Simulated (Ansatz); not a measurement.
**Phonons of ScZn (Pm-3m) against volume**

Wanted: mode Grüneisen parameters of ScZn (Pm-3m).

Main program and level: Ansatz 0.2.0; DFT PBEsol, scalar-relativistic, plane waves, PAW; PAW set soft_1.

Report form: inputs, costs, results and the conclusion, without the logs.

### Step 1. The structure

The structure is cubic, space group Pm-3m (No. 221). The conventional cell has a = 3.301 Å, b = 3.301 Å, c = 3.301 Å, α = 90.00°, β = 90.00°, γ = 90.00°. Sc has 8 Zn at 2.86 Å nearest. Nearest to Zn lie 8 Sc at 2.86 Å. Farther neighbours, and contacts between anions beyond the nearest, are not listed.

### Step 2. Response at finite wavevector

Stability and thermal properties need the whole zone. Linear response on a 4×4×4 q mesh gives force constants as far as a supercell of that size would.

input.yaml reads:

```yaml
crystal:
  lattice:
    - [3.3013580123, 0.0, 0.0]
    - [0.0, 3.3013580123, 0.0]
    - [0.0, 0.0, 3.3013580123]
  atoms:
    - { symbol: Sc, position: [0.0, 0.0, 0.0] }
    - { symbol: Zn, position: [0.5, 0.5, 0.5] }
kpoints:
  mp_grid: { grid: [12, 12, 12] }
hamiltonian:
  xc: pbesol
  pseudopotentials: { kind: paw, azcp: { folder: soft_1 }, xc_functional: pbe }
scf:
  occupations: { method: methfessel_paxton, width: 0.2 }
output:
  eigenvalues: true
phonons:
  method: dfpt
  qmesh: [4, 4, 4]
  temperatures: { t_max: 1000, t_step: 50 }
  qpath:
    path:
      - [[0.0, 0.0, 0.0], [0.0, 0.5, 0.0], [0.5, 0.5, 0.0], [0.0, 0.0, 0.0], [0.5, 0.5, 0.5], [0.0, 0.5, 0.0]]
      - [[0.5, 0.5, 0.5], [0.5, 0.5, 0.0]]
    npoints: 10
```

Launch:

```
> ansatz run input.yaml --threads 4 --pin off --max-ram 10240MiB --backend cpu --events-out ev --progress --plain --runs-dir out
```

Run time: 4.6 min. Hardware: 4 threads of Arm Neoverse V1, shared host; peak memory 1.7 GiB.

Numbers from this step:

```yaml
volume_per_atom: 17.99 Å³
gap_on_the_k_mesh: 0 eV
sum_rule_residual_before_enforcement: 2.04e-5 eV/Å²
lowest_frequency_on_the_path: 0 cm⁻¹
point_group: m-3m
highest_frequency_on_path_mesh_or_solved_points: 248.6 cm⁻¹
mean_frequency: 152 cm⁻¹
debye_temperature_second_moment: 302 K
logarithmic_mean_frequency: 139.6 cm⁻¹
highest_optical_mode_at_the_zone_centre_no_lo_to_term: 202.7 cm⁻¹
lowest_optical_zone_centre_mode: 202.7 cm⁻¹
lowest_mode_on_the_q_mesh_acoustic_modes_at_gamma_apart: 48.73 cm⁻¹
zero_point_energy_per_atom: 28.27 meV
heat_capacity_at_300_k: 23.73 J/(mol atoms K)
vibrational_entropy_at_300_k: 35.57 J/(mol atoms K)
```

Frequencies (cm⁻¹) solved at each irreducible wavevector; negative means imaginary. Frequencies by wavevector, by row:

| q in reciprocal lattice units | star | mode 1 | mode 2 | mode 3 | mode 4 | mode 5 | mode 6 |
| --- | --- | --- | --- | --- | --- | --- | --- |
| 0 0 0 | 1 | 0 | 0 | 0 | 202.7 | 202.7 | 202.7 |
| 0 0 0.25 | 6 | 86.9 | 86.9 | 100.4 | 190.1 | 190.1 | 209.5 |
| 0 0 -0.5 | 3 | 119.4 | 137.8 | 137.8 | 169.9 | 169.9 | 221.2 |
| 0 0.25 0.25 | 12 | 58.4 | 107.9 | 131.2 | 174.2 | 194.7 | 222.9 |
| 0 0.25 -0.5 | 12 | 76.7 | 102.9 | 139.7 | 145.1 | 212.3 | 226.3 |
| 0 -0.5 -0.5 | 3 | 48.7 | 48.7 | 112 | 140.8 | 248.6 | 248.6 |
| 0.25 0.25 0.25 | 8 | 101.6 | 101.6 | 113.4 | 187.9 | 215.2 | 215.2 |
| 0.25 0.25 -0.5 | 12 | 61.8 | 108 | 135.6 | 199.1 | 204.4 | 228.5 |
| 0.25 -0.5 -0.5 | 6 | 88.3 | 88.3 | 137.8 | 189.8 | 233.4 | 233.4 |
| -0.5 -0.5 -0.5 | 1 | 115.1 | 115.1 | 115.1 | 224.9 | 224.9 | 224.9 |

Symmetry leaves 10 wavevectors to solve. The lowest mode among them, the acoustic zeros apart, lies at q = (0, -0.5, -0.5) and is real, 48.7 cm⁻¹.

### Step 3. Relaxing at another volume, volume ratio 0.97

The volume is scaled by 0.97 and held; symmetry leaves nothing to relax, so this is a single point. The modes can then be followed against volume.

input.yaml, the sections that differ from step 2:

```yaml
crystal:
  lattice:
    - [3.2680086816, 0.0, 0.0]
    - [0.0, 3.2680086816, 0.0]
    - [0.0, 0.0, 3.2680086816]
  atoms:
    - { symbol: Sc, position: [0.0, 0.0, 0.0] }
    - { symbol: Zn, position: [0.5, 0.5, 0.5] }
output:
  forces: true
  stress: true
  eigenvalues: true
# kpoints, hamiltonian, scf: as in step 2
# phonons: removed
```

The job ended after 1.2 s (4 threads; peak memory 0.36 GiB).

Numbers from this step:

| Item | Value |
| --- | --- |
| pressure | 2.720 GPa |
| volume per atom | 17.45 Å³ |

The run ends at a pressure of 2.72 GPa.

### Step 4. Phonons at the other volume, volume ratio 0.97

The phonons are repeated at this volume on the same meshes, so that differences come from the volume alone.

input.yaml: that of step 3 with these lines changed.

```diff
@@ -16,4 +16,11 @@
 output:
-  forces: true
-  stress: true
   eigenvalues: true
+phonons:
+  method: dfpt
+  qmesh: [4, 4, 4]
+  temperatures: { t_max: 1000, t_step: 50 }
+  qpath:
+    path:
+      - [[0.0, 0.0, 0.0], [0.0, 0.5, 0.0], [0.5, 0.5, 0.0], [0.0, 0.0, 0.0], [0.5, 0.5, 0.5], [0.0, 0.5, 0.0]]
+      - [[0.5, 0.5, 0.5], [0.5, 0.5, 0.0]]
+    npoints: 10
```

Wall time 4.6 min (4 threads); peak memory 1.7 GiB; 18 min of CPU time.

Read from the output:

```yaml
sum_rule_residual_before_enforcement: 1.24e-5 eV/Å²
highest_frequency_on_path_mesh_or_solved_points: 261.1 cm⁻¹
mean_frequency: 158.8 cm⁻¹
debye_temperature_second_moment: 316 K
logarithmic_mean_frequency: 145.2 cm⁻¹
highest_optical_mode_at_the_zone_centre_no_lo_to_term: 213.8 cm⁻¹
lowest_optical_zone_centre_mode: 213.8 cm⁻¹
lowest_mode_on_the_q_mesh_acoustic_modes_at_gamma_apart: 45.02 cm⁻¹
zero_point_energy_per_atom: 29.54 meV
heat_capacity_at_300_k: 23.62 J/(mol atoms K)
vibrational_entropy_at_300_k: 34.65 J/(mol atoms K)
```

Frequencies (cm⁻¹) solved at each irreducible wavevector; negative means imaginary. Frequencies by wavevector, by row:

| q in reciprocal lattice units | star | mode 1 | mode 2 | mode 3 | mode 4 | mode 5 | mode 6 |
| --- | --- | --- | --- | --- | --- | --- | --- |
| 0 0 0 | 1 | 0 | 0 | 0 | 213.8 | 213.8 | 213.8 |
| 0 0 0.25 | 6 | 90.2 | 90.2 | 105.2 | 199.9 | 199.9 | 219.8 |
| 0 0 -0.5 | 3 | 125.2 | 144.6 | 144.6 | 177.1 | 177.1 | 231.3 |
| 0 0.25 0.25 | 12 | 58.5 | 112.2 | 137.3 | 182.9 | 203.8 | 234.4 |
| 0 0.25 -0.5 | 12 | 78.2 | 105.8 | 146.5 | 151.5 | 223 | 237.7 |
| 0 -0.5 -0.5 | 3 | 45 | 45 | 117.2 | 147.7 | 261.1 | 261.1 |
| 0.25 0.25 0.25 | 8 | 105.5 | 105.5 | 117 | 197.2 | 226 | 226 |
| 0.25 0.25 -0.5 | 12 | 61.7 | 111.3 | 142.1 | 209 | 213.9 | 240.2 |
| 0.25 -0.5 -0.5 | 6 | 90.9 | 90.9 | 144.2 | 198.4 | 245.5 | 245.5 |
| -0.5 -0.5 -0.5 | 1 | 121.1 | 121.1 | 121.1 | 236.7 | 236.7 | 236.7 |

The highest optical mode at the zone centre (no LO-TO term) is 213.8 cm⁻¹, +11.1 cm⁻¹ against the base run.

### Step 5. Relaxing at another volume, volume ratio 1.03

The volume is scaled by 1.03 and held; symmetry leaves nothing to relax, so this is a single point. The modes can then be followed against volume.

input.yaml, the sections that differ from step 4:

```yaml
crystal:
  lattice:
    - [3.3340468512, 0.0, 0.0]
    - [0.0, 3.3340468512, 0.0]
    - [0.0, 0.0, 3.3340468512]
  atoms:
    - { symbol: Sc, position: [0.0, 0.0, 0.0] }
    - { symbol: Zn, position: [0.5, 0.5, 0.5] }
output:
  forces: true
  stress: true
  eigenvalues: true
# kpoints, hamiltonian, scf: as in step 4
# phonons: removed
```

It took 1.2 s on 4 threads; peak memory 0.36 GiB.

Numbers from this step:

| Property | Result |
| --- | --- |
| pressure | -2.328 GPa |
| volume per atom | 18.53 Å³ |

The run ends at a pressure of -2.33 GPa.

### Step 6. Phonons at the other volume, volume ratio 1.03

input.yaml: that of step 5 with these lines changed.

```diff
@@ -16,4 +16,11 @@
 output:
-  forces: true
-  stress: true
   eigenvalues: true
+phonons:
+  method: dfpt
+  qmesh: [4, 4, 4]
+  temperatures: { t_max: 1000, t_step: 50 }
+  qpath:
+    path:
+      - [[0.0, 0.0, 0.0], [0.0, 0.5, 0.0], [0.5, 0.5, 0.0], [0.0, 0.0, 0.0], [0.5, 0.5, 0.5], [0.0, 0.5, 0.0]]
+      - [[0.5, 0.5, 0.5], [0.5, 0.5, 0.0]]
+    npoints: 10
```

It took 4.8 min on 4 threads; peak memory 1.8 GiB; 19 min of CPU time.

Numbers from this step:

| Property | Result |
| --- | --- |
| sum-rule residual before enforcement | 3.93e-5 eV/Å² |
| highest frequency on path, mesh or solved points | 236.5 cm⁻¹ |
| mean frequency | 145.4 cm⁻¹ |
| Debye temperature (second moment) | 288 K |
| logarithmic mean frequency | 134.1 cm⁻¹ |
| highest optical mode at the zone centre (no LO-TO term) | 192.0 cm⁻¹ |
| lowest optical zone-centre mode | 192.0 cm⁻¹ |
| lowest mode on the q mesh (acoustic modes at Γ apart) | 51.27 cm⁻¹ |
| zero-point energy per atom | 27.05 meV |
| heat capacity at 300 K | 23.84 J/(mol atoms K) |
| vibrational entropy at 300 K | 36.52 J/(mol atoms K) |

Frequencies (cm⁻¹) solved at each irreducible wavevector; negative means imaginary. Frequencies by wavevector, by row:

```csv
q in reciprocal lattice units,star,mode 1,mode 2,mode 3,mode 4,mode 5,mode 6
0 0 0,1,0,0,0,192,192,192
0 0 0.25,6,83.6,83.6,95.8,180.7,180.7,199.6
0 0 -0.5,3,114,131.3,131.3,163,163,211.4
0 0.25 0.25,12,58,103.8,125.2,165.8,186,211.8
0 0.25 -0.5,12,75.2,99.8,133.2,139,202.1,215.2
0 -0.5 -0.5,3,51.3,51.3,107.1,134.2,236.5,236.5
0.25 0.25 0.25,8,97.9,97.9,109.7,179.1,204.8,204.8
0.25 0.25 -0.5,12,61.5,104.6,129.3,189.5,195.1,217.2
0.25 -0.5 -0.5,6,85.6,85.6,131.5,181.4,221.8,221.8
-0.5 -0.5 -0.5,1,109.5,109.5,109.5,213.5,213.5,213.5
```

The highest optical mode at the zone centre (no LO-TO term) is 192.0 cm⁻¹, -10.7 cm⁻¹ against the base run.

### Step 7. Grüneisen parameters

The Grüneisen parameter of a mode is minus the logarithmic change of its frequency with volume, −d ln ω / d ln V; weighted by heat capacity it gives the expansion.

This step gave:

| Item | Value |
| --- | --- |
| bulk modulus | 84.1 GPa |

Phonon branches along the path, in cm⁻¹:

```
    point  branch 1  branch 2  branch 3  branch 4  branch 5  branch 6
        Γ         0         0         0       203       203       203
  halfway        87        87       100       190       190       210
        X       119       138       138       170       170       221
  halfway        77       103       140       145       212       226
        M        49        49       112       141       249       249
  halfway        58       108       131       174       195       223
        Γ         0         0         0       203       203       203
  halfway       102       102       113       188       215       215
        R       115       115       115       225       225       225
  halfway        62       108       136       199       204       228
        X       119       138       138       170       170       221
jump to R       115       115       115       225       225       225
  halfway        88        88       138       190       233       233
        M        49        49       112       141       249       249
```

The same for volume x 0.97:

```csv
point,branch 1,branch 2,branch 3,branch 4,branch 5,branch 6
Γ,0,0,0,214,214,214
X,125,145,145,177,177,231
M,45,45,117,148,261,261
Γ,0,0,0,214,214,214
R,121,121,121,237,237,237
X,125,145,145,177,177,231
R,121,121,121,237,237,237
M,45,45,117,148,261,261
```

The same for volume x 1.03:

| point | branch 1 | branch 2 | branch 3 | branch 4 | branch 5 | branch 6 |
| --- | --- | --- | --- | --- | --- | --- |
| Γ | 0 | 0 | 0 | 192 | 192 | 192 |
| X | 114 | 131 | 131 | 163 | 163 | 211 |
| M | 51 | 51 | 107 | 134 | 236 | 236 |
| Γ | 0 | 0 | 0 | 192 | 192 | 192 |
| R | 110 | 110 | 110 | 214 | 214 | 214 |
| X | 114 | 131 | 131 | 163 | 163 | 211 |
| R | 110 | 110 | 110 | 214 | 214 | 214 |
| M | 51 | 51 | 107 | 134 | 236 | 236 |

Mode Grueneisen parameter -dln(w)/dln(V), modes matched by rank; at Γ the acoustic branches take the value of a neighbouring point of the path. Mode grüneisen parameters along the path, in :

```
    point  branch 1  branch 2  branch 3  branch 4  branch 5  branch 6
        Γ      1.11      1.11      1.44      1.79      1.79      1.79
  halfway      1.27      1.27      1.56      1.69      1.69      1.61
        X      1.56      1.61      1.61      1.38      1.38      1.50
  halfway      0.65      0.97      1.59      1.43      1.64      1.66
        M     -2.18     -2.18      1.50      1.60      1.65      1.65
  halfway      0.14      1.30      1.54      1.64      1.52      1.69
        Γ     -0.13      1.11      1.56      1.79      1.79      1.79
  halfway      1.25      1.25      1.07      1.60      1.64      1.64
        R      1.68      1.68      1.68      1.72      1.72      1.72
  halfway      0.03      1.03      1.57      1.63      1.53      1.68
        X      1.56      1.61      1.61      1.38      1.38      1.50
jump to R      1.68      1.68      1.68      1.72      1.72      1.72
  halfway      1.00      1.00      1.54      1.49      1.70      1.70
        M     -2.18     -2.18      1.50      1.60      1.65      1.65
```

(dS/dlnV)/C_V. Table of thermodynamic Grueneisen parameter by temperature:

```csv
temperature (K),thermodynamic Grueneisen parameter
50,1.01
100,1.23
150,1.28
200,1.30
250,1.31
300,1.31
350,1.32
400,1.32
450,1.32
500,1.32
550,1.32
600,1.32
650,1.32
700,1.32
750,1.32
800,1.32
850,1.32
900,1.32
950,1.32
1000,1.32
```

Gamma C_V/(B V) at the static volume. Table of volume expansion by temperature:

```
temperature (K)  volume expansion (1e-6/K)
             50                       8.76
            100                       22.7
            150                       29.0
            200                       31.9
            250                       33.4
            300                       34.2
            350                       34.8
            400                       35.1
            450                       35.4
            500                       35.5
            550                       35.7
            600                       35.8
            650                       35.8
            700                       35.9
            750                       36.0
            800                       36.0
            850                       36.0
            900                       36.1
            950                       36.1
           1000                       36.1
```

### Step 8. Summary of results

```yaml
bulk_modulus: 84.1 GPa
thermodynamic_grueneisen_parameter_at_300_k: 1.315
volume_expansion_at_300_k_estimated: 34.25 × 10⁻⁶ K⁻¹
```

In words: By this estimate the volume grows by 34.2 × 10⁻⁶ per kelvin at 300 K. The highest optical mode at Γ goes from 214 to 192 cm⁻¹ as the cell grows, a Grüneisen parameter of 1.79. Mode parameters on the path run from -2.2 to 1.8, with a median of 1.6. Modes with negative values stiffen as the cell grows and pull against the expansion. Branches are matched by rank, so values near crossings are rough. The expansion is the Grüneisen estimate at the static volume, with the static bulk modulus. With no gap, or one that is small against the smearing, the frequencies hang on the k mesh and the smearing, most of all near Kohn anomalies. The phonon runs are without spin polarisation, although the cell has an odd electron count. The PAW files were made for PBE and serve the other functionals too.

[Long decimals in the printed logs are rounded to 6 places.]

[Logs are printed without paths, hosts, clocks, repeated set-up lines and the standing remarks that a program may print on its own settings, such as how far it seeks lower states.]

[Hosts, paths, dates, database ids (printed as entryN), source tags and the programs' standing remarks are cut or masked in the printed files.]

[Where the starting crystal was built by hand or by swapping elements, it need not be the compound's stable phase.]
